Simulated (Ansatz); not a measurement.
# How many bands does the GW gap of Y4S3N2 (C2/m) need?, part 2 of 2

Aim: see how the G0W0 gap of Y4S3N2 (C2/m) on PBE moves with empty bands and screening cutoff, and what each rung costs.

Ansatz 0.2.0; G0W0 on PBE, plane waves, PAW; PAW set soft_1. Known limits of the many-body steps: not at the basis limit; no spin-orbit coupling.

So far. Step 4 (1048 empty bands, screening to 180 eV): Against the run with 4×4×2 mesh, 487 empty bands, screening to 108 eV, PAW set soft_1 files, the gap moves by +0.11 eV.

### 5. Changing the frequency model: 4×4×2 mesh, 1048 empty bands, screening to 180 eV, plasmon pole, PAW set soft_1 files

A plasmon pole stands in for the full frequency dependence of the screening; this run shows what that costs in accuracy.

The input, input.yaml:

```yaml
crystal:
  lattice:
    - [6.4622478753, -1.9155154099, 0.0]
    - [6.4622478753, 1.9155154099, 0.0]
    - [-6.1150777327, 0.0, 7.7218549571]
  atoms:
    - { symbol: "Y", position: [0.76032434, 0.76032434, 0.64851811] }
    - { symbol: "Y", position: [0.23967566, 0.23967566, 0.35148189] }
    - { symbol: "Y", position: [0.43654668, 0.43654668, 0.14567864] }
    - { symbol: "Y", position: [0.56345332, 0.56345332, 0.85432136] }
    - { symbol: S, position: [0.0, 0.0, 0.0] }
    - { symbol: S, position: [0.17442465, 0.17442465, 0.78433872] }
    - { symbol: S, position: [0.82557535, 0.82557535, 0.21566128] }
    - { symbol: "N", position: [0.64303648, 0.64303648, 0.36114028] }
    - { symbol: "N", position: [0.35696352, 0.35696352, 0.63885972] }
kpoints:
  mp_grid: { grid: [4, 4, 2] }
hamiltonian:
  xc: pbe
  pseudopotentials: { kind: paw, azcp: { folder: soft_1 } }
scf:
  occupations: { method: fixed }
gw:
  n_empty_bands: 1048
  ecut_chi: 180.0
  qp_bands: [v3, c3]
  qp_kpoints: band_edges
  screening: { model: godby_needs }
```

The run is started by

```sh
$ ansatz run input.yaml --threads 2 --pin off --max-ram 92160MiB --backend cuda --events-out ev --progress --plain --runs-dir out --devices 1 --max-vram 13GiB
```

Numbers of over 12 decimals in the logs are rounded to 6 here.

Output:

```text
GPUs: using 1 of 1 available (devices: 1).
[...]
GPU FFT provider: cuFFT
GPU libraries: cuBLAS 13.8.2, cuFFT 12.4.0, cuSOLVER 12.3.4
Crystal: 9 atoms, lattice volume = 191.171 Å³
Basis set: ecut = 420 eV, 3763 PW (Γ)
Bands: 45, of which v1, the nominal top of the filled ones, is band 36 counted from 1 (35 counted from 0)
Symmetry: 4 space group operations
[...]
k-points: 14 of 32
[...]
1    35      7.3109   -20.1729     2.8841   -16.7622  0.7638     6.7821     6.7844  root
[...]
13    36      8.0189   -20.1330     2.5132   -17.1273  0.7665     7.5251     7.5265  root
    13    37      9.4882    -8.2694    -3.9158   -12.5436  0.8032     9.8473     9.8466  root
    13    38     10.5241    -6.9869    -4.2965   -11.6207  0.8074    10.8612    10.8614  root
    13    39     11.3590    -8.5898    -4.7409   -13.9614  0.8062    11.9926    11.9897  root
[key lines of the parts left out:]
SCF converged after 10 iterations
Free energy (F): -18886.652592 eV
Fermi energy:    8.018904 eV
```

Run time: 2.7 min. Hardware: 1 × NVIDIA H100 80GB HBM3 (shared by 6 runs) with 2 threads of AMD EPYC 7R13 (Zen 3), shared host; peak memory 6.7 GiB.

This step gave:

* bands summed: 1084
* plasmon-pole fit frequency: 22.79 eV
* RPA ε∞ on this mesh (eigenvalues): 5.882, 6.078, 6.478
* plane waves in the screening matrix: 1059
* G0W0 gap on the mesh: 2.267 eV
* k of the valence top: -0.5, -0.5, -0.5
* k of the conduction bottom: -0.5, -0.5, 0
* starting gap on the mesh: 1.429 eV
* least direct G0W0 gap on the computed points: 2.320 eV

Against the run with 4×4×2 mesh, 1048 empty bands, screening to 180 eV, PAW set soft_1 files, the gap moves by −0.05 eV.

### 6. Changing the files and raising the bands: 4×4×2 mesh, 1553 empty bands, screening to 234 eV, hard PAW files

Other atomic data (hard PAW) test the pseudisation: the cutoff goes from 420 to 870 eV, with the same valence electrons. Bands and screening cutoff change too, so the step is no clean test of the files.

This step: G0W0 on PBE, plane waves, PAW.

input.yaml, as its differences from that of step 5:

```diff
@@ -19,3 +19,3 @@
   xc: pbe
-  pseudopotentials: { kind: paw, azcp: { folder: soft_1 } }
+  pseudopotentials: { kind: paw, source: ansatz }
 scf:
@@ -23,6 +23,6 @@
 gw:
-  n_empty_bands: 1048
-  ecut_chi: 180.0
+  n_empty_bands: 1553
+  ecut_chi: 234.0
   qp_bands: [v3, c3]
   qp_kpoints: band_edges
-  screening: { model: godby_needs }
+  screening: { model: contour_deformation }
```

Output:

```text
GPUs: using 1 of 1 available (devices: 1).
[...]
GPU FFT provider: cuFFT
GPU libraries: cuBLAS 13.8.2, cuFFT 12.4.0, cuSOLVER 12.3.4
Crystal: 9 atoms, lattice volume = 191.171 Å³
Basis set: ecut = 870 eV, 11135 PW (Γ)
Bands: 45, of which v1, the nominal top of the filled ones, is band 36 counted from 1 (35 counted from 0)
Symmetry: 4 space group operations
[...]
k-points: 14 of 32
[...]
1    35      7.3885   -20.1692     2.7157   -16.7586  0.7295     6.6831     6.6936  root
[...]
13    36      8.0966   -20.1321     2.3221   -17.1260  0.7400     7.4047     7.4126  root
    13    37      9.5668    -8.2696    -4.0123   -12.5450  0.7836     9.8306     9.8298  root
    13    38     10.6027    -6.9881    -4.3811   -11.6218  0.7868    10.8563    10.8553  root
    13    39     11.4369    -8.5887    -4.8577   -13.9612  0.7844    11.9555    11.9517  root
[key lines of the parts left out:]
SCF converged after 10 iterations
Free energy (F): -18888.706664 eV
Fermi energy:    8.096585 eV
```

The job ended after 5 min (1 × NVIDIA H100 80GB HBM3 (shared by 6 runs) with 2 threads; peak memory 11 GiB).

This step gave:

```yaml
bands_summed: 1589
rpa_eps_infinity_on_this_mesh_eigenvalues: 5.879, 6.075, 6.474
plane_waves_in_the_screening_matrix: 1549
g0w0_gap_on_the_mesh: 2.366 eV
k_of_the_valence_top: -0.5, -0.5, -0.5
k_of_the_conduction_bottom: -0.5, -0.5, 0
starting_gap_on_the_mesh: 1.430 eV
least_direct_g0w0_gap_on_the_computed_points: 2.417 eV
```

Against the run with 4×4×2 mesh, 1048 empty bands, screening to 180 eV, PAW set soft_1 files, the gap moves by +0.05 eV.

### 7. Side by side

Times are wall times on 1 × NVIDIA H100 80GB HBM3 (shared by 6 runs) with 2 threads of AMD EPYC 7R13 (Zen 3), shared host, good to a factor of about two.

| mesh | files | frequency | bands summed | cutoff (eV) | start (eV) | G0W0 (eV) | time | host memory (GiB) |
| --- | --- | --- | --- | --- | --- | --- | --- | --- |
| 4×4×2 | PAW set soft_1 | contour deformation | 208 | 54 | 1.429 | 2.051 | 31 s | 1.3 |
| 4×4×2 | PAW set soft_1 | contour deformation | 523 | 108 | 1.429 | 2.201 | 48 s | 2.1 |
| 4×4×2 | PAW set soft_1 | contour deformation | 1084 | 180 | 1.429 | 2.314 | 91 s | 4.3 |
| 4×4×2 | PAW set soft_1 | plasmon pole | 1084 | 180 | 1.429 | 2.267 | 2.7 min | 6.7 |
| 4×4×2 | hard PAW | contour deformation | 1589 | 234 | 1.430 | 2.366 | 5 min | 11 |

The parts of the quasiparticle energy at the two band edges (eV; QP = start + Σx + Σc − Vxc):

| run | edge | start | Σx | Σc | Vxc | Z | QP |
| --- | --- | --- | --- | --- | --- | --- | --- |
| 208 bands | valence top | 8.02 | -20.13 | 3.09 | -17.13 | 0.75 | 8.10 |
| 208 bands | conduction bottom | 9.45 | -8.29 | -3.54 | -12.53 | 0.79 | 10.15 |
| 523 bands | valence top | 8.02 | -20.13 | 2.67 | -17.13 | 0.74 | 7.69 |
| 523 bands | conduction bottom | 9.45 | -8.29 | -3.80 | -12.53 | 0.79 | 9.89 |
| 1084 bands | valence top | 8.02 | -20.13 | 2.43 | -17.13 | 0.74 | 7.44 |
| 1084 bands | conduction bottom | 9.45 | -8.29 | -3.93 | -12.53 | 0.78 | 9.75 |

### 8. Results

```yaml
208_bands_54_ev: 2.051 eV
523_bands_108_ev: 2.201 eV
1084_bands_180_ev: 2.314 eV
estimated_limit_in_bands_and_cutoff: 2.42 eV
mesh_and_start: 4×4×2, PBE
```

A line in one over the bands through the two highest rungs gives 2.42 eV, +0.11 eV from the top rung; the pair below gives 2.30 eV, so the estimate is still climbing. The rungs stand 0.37 eV (208 bands), 0.22 eV (523 bands) and 0.11 eV (1084 bands) from it. From 208 to 1084 bands the gap moves by +0.26 eV while the time grows 3.0-fold. Σc changes by −0.66 eV at the valence top and −0.40 eV at the conduction bottom, so the levels themselves move more than the gap between them. The plasmon-pole model gives −0.05 eV against contour deformation, 5 % of the correction, and saved no time in this program. With hard PAW files and 1589 bands the gap is 2.37 eV; the line for the PAW set soft_1 files gives 2.35 eV at that count, a difference of +0.02 eV that holds the line's own error too. The many-body steps are scalar-relativistic: spin-orbit coupling is not in them.

[Paths, hosts, dates, memory and timing lines, banners, echoed tables and standing remarks are left out of the program output.]

[Logs are printed without paths, hosts, clocks, repeated set-up lines and the standing remarks that a program may print on its own settings, such as how far it seeks lower states.]

[Runs of the session that timed out or met a known fault of the program may be left out.]

[Cells called generated may have been cut or substituted from an entry of the Crystallography Open Database or the Materials Project.]

[Hosts, paths, dates, database ids (printed as entryN), source tags and the programs' standing remarks are cut or masked in the printed files.]
